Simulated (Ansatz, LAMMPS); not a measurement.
# Forces and charges in liquid 70B2O3-30CaO (mol %) at 2200 K (299 atoms), part 2 of 2

What does DFT give for liquid 70B2O3-30CaO (mol %) at 2200 K (299 atoms) as built?

Ansatz 0.2.0; Kohn-Sham DFT, r2SCAN, PAW (set soft_2), plane waves.

The cell: 102 B, 22 Ca and 175 O. The network of bonds at the start is that of the classical potential that made the cell. The Brillouin zone is sampled at Γ only, in a cell whose shortest periodic width is 16 Å.

So far. Step 3 (Plane-wave single point): Between -26 and -10 eV lie 672 more states.

## Step 3: Plane-wave single point (continued)

Electrostatic potential energy in the ab plane at fractional z = 0.092, with atoms of B and Ca and O within 0.2 Å of it. With pseudopotentials it is smooth inside the atoms' cores, unlike the true potential.

Ten even steps from '0' (-40 eV) to '9' (10 eV), each cell a mean:
```
998524899999999999999998887788999999999999999
997102899999999645899999888889999999999999999
999878999999987200699999999988899999999999999
999998999999988767999999999511499999888888999
999744789999999999999999998522599988875457899
998500589999999999999999999988999988752026899
999877889999999999999999899999999998875457899
999999999999999999999999999999998889888888999
999999999999999999999999999998864578999999999
999999999999998534754699999998600178999888899
999999999999997100454699999999622689998864689
999999999999986445788888899999302799998854578
999888732487740038888788899999877999998888889
998877510252244479988888899878999887788899999
999888887875578999998889998313788731147899999
888899999975689999999999998646888500005889988
457899999963466786679999999999998753357899744
567899999998500140038899999999999888888899865
888888889998521476578889999999999998755789999
999988888896001788888889999999999998200388999
987888888897435898888889999999999998532347989
610178888999888999999999999999999999895002756
632222478899999999999999988899999999998656634
888500179999999999999998887888999999999999888
```
Columns run along a (15.7 Å; values clipped at the 3rd and 97th percentile), rows up along b (15.7 Å). Atoms in or near the plane, at fractional coordinates: B at (0.11, 0.02), B at (0.83, 0.17), B at (0.36, 0.56), B at (0.31, 0.25), Ca at (0.79, 0.35), O at (0.09, 0.93), O at (0.63, 0.83), O at (0.32, 0.46), O at (0.88, 0.09), O at (0.17, 0.44), O at (0.36, 0.89), O at (0.28, 0.17), O at (0.04, 0.08).

Valence density in the ab plane at fractional z = 0.092, with atoms of B and Ca and O within 0.2 Å of it. It is the smooth field of the valence electrons, not physical close to the nuclei.

Ten steps, logarithmic in the rise over the least value, from '0' (0.0 e/Å³) to '9' (6.1 e/Å³), each cell a mean:
```
125787521100001232210000011222232100000000000
136998520000024687521000000112332100000000000
013565310000135899631000012355421100000000000
112233321000124676420000024799742000001110011
333445431001233332100000124799741000135653122
344445543111234431000012333344311000247874223
122234554311123221000124543211111211135552111
000123454311111100000123443111235542100100000
000001121111222221233321111001356653100011100
000000000001234444578642100012455542101233321
100000000001124545677642100124677531101356532
000111233321246764334321000125898631112345431
000124689754579984312221001123566421124443211
012234799864568863211111113454322123334432100
123433355444443221000000125898532368863211111
334442112357643111211000114676422589984212333
643321001468764456753100001222111256652124677
542100001234554579985200000000000112221123566
211000000124676556753210000011100123443211222
111111111136998532222110000011100124544432110
356532222235887421122110000011100012346776322
699853233433333221111000001111100001247998644
688864444543212333210000011222110000024776544
234554433332111333210000012221110000001111222
```
Columns run along a (15.7 Å), rows up along b (15.7 Å). Atoms in or near the plane, at fractional coordinates: B at (0.11, 0.02), B at (0.83, 0.17), B at (0.36, 0.56), B at (0.31, 0.25), Ca at (0.79, 0.35), O at (0.09, 0.93), O at (0.63, 0.83), O at (0.32, 0.46), O at (0.88, 0.09), O at (0.17, 0.44), O at (0.36, 0.89), O at (0.28, 0.17), O at (0.04, 0.08).

Mean Löwdin charges: B +0.67, Ca +1.82, O -0.53 e (they miss 1.0 % of the electrons, so they add up to more than the cell's charge). The largest share in the top eV of filled states is O p (94 % of the projected weight), and in the lowest eV of empty states B p (50 % of the projected weight).

## Step 4: Distances and neighbours

These statistics describe the geometry on which the runs were made.

Density 2.07 g/cm³, 12.83 Å³ an atom.

Pair distribution functions g(r), in bins of 0.2 Å:

```
r (Å)  total   O-O    O-B  O-Ca   B-B  B-Ca  Ca-Ca
 1.20   0.08  0.00   0.21  0.00  0.00  0.00   0.00
 1.40   4.64  0.00  11.65  0.00  0.00  0.00   0.00
 1.60   0.50  0.00   1.24  0.00  0.00  0.00   0.00
 1.80   0.11  0.00   0.27  0.00  0.00  0.00   0.00
 2.00   0.03  0.00   0.06  0.00  0.00  0.00   0.00
 2.20   0.33  0.47   0.04  1.60  0.06  0.15   0.00
 2.40   1.67  3.97   0.10  2.62  0.30  0.13   0.00
 2.60   1.02  1.41   0.19  1.75  2.18  1.09   0.99
 2.80   0.78  0.46   0.23  1.47  2.65  1.83   0.82
 3.00   0.66  0.67   0.45  0.98  0.59  1.71   1.38
 3.20   0.82  0.77   0.85  0.81  0.43  1.94   0.60
 3.40   1.03  0.77   1.35  0.79  0.58  1.83   0.52
 3.60   1.21  0.82   1.76  0.92  0.73  1.04   0.47
 3.80   1.20  0.82   1.73  0.91  0.85  0.99   0.42
 4.00   1.00  0.86   1.14  1.17  0.81  1.11   0.79
 4.20   1.01  1.11   0.87  1.18  1.20  0.78   0.72
 4.40   1.03  1.09   0.92  1.14  1.25  0.70   1.96
 4.60   1.10  1.40   0.86  1.00  1.24  0.80   0.57
 4.80   1.08  1.31   0.85  0.96  1.39  0.86   0.84
 5.00   1.00  1.11   0.88  0.81  1.32  0.90   0.50
 5.20   0.96  0.93   0.96  0.91  1.15  0.75   1.88
 5.40   1.00  0.96   1.07  0.95  0.72  1.35   1.29
 5.60   0.92  0.82   1.04  0.90  0.75  1.00   1.60
 5.80   1.01  0.91   1.13  0.99  0.84  1.16   0.19
 6.00   0.91  0.74   1.10  0.94  0.74  0.98   0.35
 6.20   0.97  0.94   1.00  0.93  1.02  0.86   1.48
 6.40   0.96  1.04   0.85  1.18  0.91  0.93   1.22
 6.60   1.00  1.07   0.92  0.97  1.02  1.18   1.31
```

Bonds by pair of elements; cutoffs follow the first minimum of g(r), held within bounds set by covalent radii, and pairs that aren't listed don't count as bonded:

| pair A-B | cutoff (Å) | bonds | mean length (Å) | spread (Å) | shortest (Å) | B about A | A about B |
| --- | --- | --- | --- | --- | --- | --- | --- |
| O-B | 1.83 | 315 | 1.43 | 0.079 | 1.27 | 1.8 | 3.09 |
| O-Ca | 3.12 | 140 | 2.60 | 0.259 | 2.14 | 0.8 | 6.36 |

How many atoms have how many bonded neighbours:

```csv
element,mean,1,2,3,4,5,6,7,8,9,10
B,3.09,0,0,93,9,0,0,0,0,0,0
Ca,6.36,0,0,0,3,5,2,8,2,1,1
O,2.6,5,74,83,12,1,0,0,0,0,0
```

Bond angles (no mean is given where the spread exceeds 20°):

```csv
angle,count,mean (°),spread (°)
O-B-O,333,117,8.9
B-O-Ca,225,-,-
B-O-B,140,147,14.6
Ca-O-Ca,40,-,-
```

Oxygen atoms by the number of network formers (Si, P, Ge, B, Al, As, Ga) bound to them:

```
network formers bound to O  O atoms  per cent
                         0        0         0
                         1       35        20
                         2      140        80
```

Network units: each former by its oxygen neighbours and how many of them bridge to another former:

```csv
former,O neighbours,bridging O,atoms
B,3,1,4
B,3,2,22
B,3,3,67
B,4,2,1
B,4,3,3
B,4,4,5
```

Bond length by coordination (bonds to H left out):

| element | coordination | atoms | mean bond length (Å) |
| --- | --- | --- | --- |
| B | 3 | 93 | 1.42 |
| B | 4 | 9 | 1.52 |
| Ca | 4 | 3 | 2.52 |
| Ca | 5 | 5 | 2.62 |
| Ca | 6 | 2 | 2.59 |
| Ca | 7 | 8 | 2.58 |
| Ca | 8 | 2 | 2.68 |
| Ca | 9 | 1 | 2.64 |
| Ca | 10 | 1 | 2.60 |
| O | 1 | 5 | 1.35 |
| O | 2 | 74 | 1.5 |
| O | 3 | 83 | 1.89 |
| O | 4 | 12 | 2.18 |
| O | 5 | 1 | 2.08 |

Rings of the network by King's shortest-path rule, up to 12 atoms, one path for each pair of neighbours; H, halogens, alkali and alkaline-earth atoms are left out, and the last column divides by all other atoms, bonded or not:

```csv
ring size (atoms),rings,per network atom
8,1,0.004
10,2,0.007
12,2,0.007
```

For some of the pairs, g(r) has its first main peak near 2.4 Å (O-O), 1.4 Å (O-B), 2.4 Å (O-Ca) and 2.7 Å (B-B). By these cutoffs 91 % of B atoms have 3, 36 % of Ca atoms have 7 and 47 % of O atoms have 3 bonded neighbours. The O-B-O angle averages 117° with a spread of 9°. 80 % of the oxygens bridge two formers (B) and 20 % are non-bridging. The commonest B unit has 3 oxygens, 3 of them shared with other formers (67 of 102 atoms). Rings of 10 and 12 atoms are the most common (40 % each of those counted); sizes run from 8 to 12, where the search stops.

A closer look about B51, which has 4 bonded neighbours where the commonest count for B is 3: 16 atoms, nearest first, numbered in the order of the input, with positions taken from that point.

```csv
atom,x,y,z,distance (Å),bonds,Löwdin charge (e),Fx,Fy,Fz (eV/Å)
B51,0.00,0.00,0.00,0.00,4,0.56,-6.24,3.52,0.43
O281,1.29,0.27,-0.49,1.40,3,-0.54,3.37,-0.57,1.02
O186,-0.49,0.36,1.35,1.48,3,-0.85,2.18,-0.61,-1.38
O214,-0.54,-1.48,-0.11,1.58,3,-0.50,0.96,-1.77,1.61
O129,-1.07,0.74,-1.10,1.71,3,-0.60,0.52,0.66,-0.59
Ca104,1.67,-1.38,1.25,2.50,7,1.82,-0.45,-0.06,-0.18
B81,-1.61,-2.15,0.46,2.73,3,0.72,-0.69,-2.26,-4.89
B1,2.29,1.06,-1.31,2.84,3,0.70,-4.48,3.38,-1.32
B45,-1.31,2.06,-1.59,2.91,3,0.67,-0.18,0.46,2.59
O224,-0.69,3.21,-0.87,3.39,2,-0.46,0.04,0.36,-1.18
O149,2.00,0.93,-2.63,3.43,2,-0.44,0.93,1.41,0.42
O232,-2.92,-1.81,0.08,3.44,2,-0.39,0.33,0.22,-1.13
Ca121,-2.75,1.56,1.89,3.68,7,1.81,0.05,-1.19,-2.97
O217,0.20,-0.04,-3.72,3.73,3,-0.47,-2.81,-1.92,-0.20
B26,-0.14,-1.40,-3.47,3.74,3,0.63,-1.00,2.66,-1.86
O237,2.83,2.37,-0.80,3.77,2,-0.45,0.33,-3.44,0.10
```

The column of bonds counts only the pairs O-B within 1.83 Å, O-Ca within 3.12 Å; other neighbours, such as metal atoms beside each other in a compound, aren't counted, and periodic images can show an atom twice.

## Step 5: What came out

| Item | Value |
| --- | --- |
| free energy per atom | -520.9446 eV/atom |
| pressure | -11.65 GPa |
| r.m.s. force component | 1.906 eV/Å |
| spacing of highest filled and lowest empty level | 0.8845 eV |
| wall time of the 1 DFT run | 5.2 min |

What this shows: The highest filled and lowest empty levels lie 0.884 eV apart (at Γ alone), but 4 levels are partly filled, by over 2 %, under the smearing. By these cutoffs 91 % of B atoms have 3, 36 % of Ca atoms have 7 and 47 % of O atoms have 3 bonded neighbours. 80 % of the oxygens bridge two formers (B) and 20 % are non-bridging.

What to keep in mind: The force components of 1.9 eV/Å r.m.s. reflect the temperature of the frame as well as the gap between the generating potential and DFT. The classical run held zero pressure, yet DFT finds -12 GPa in this frame, which points to a density or bond lengths far off those of this functional.

[Logs are printed without paths, hosts, clocks, repeated set-up lines and the standing remarks that a program may print on its own settings, such as how far it seeks lower states.]

[Hosts, paths, dates, database ids (printed as entryN), source tags and the programs' standing remarks are cut or masked in the printed files.]
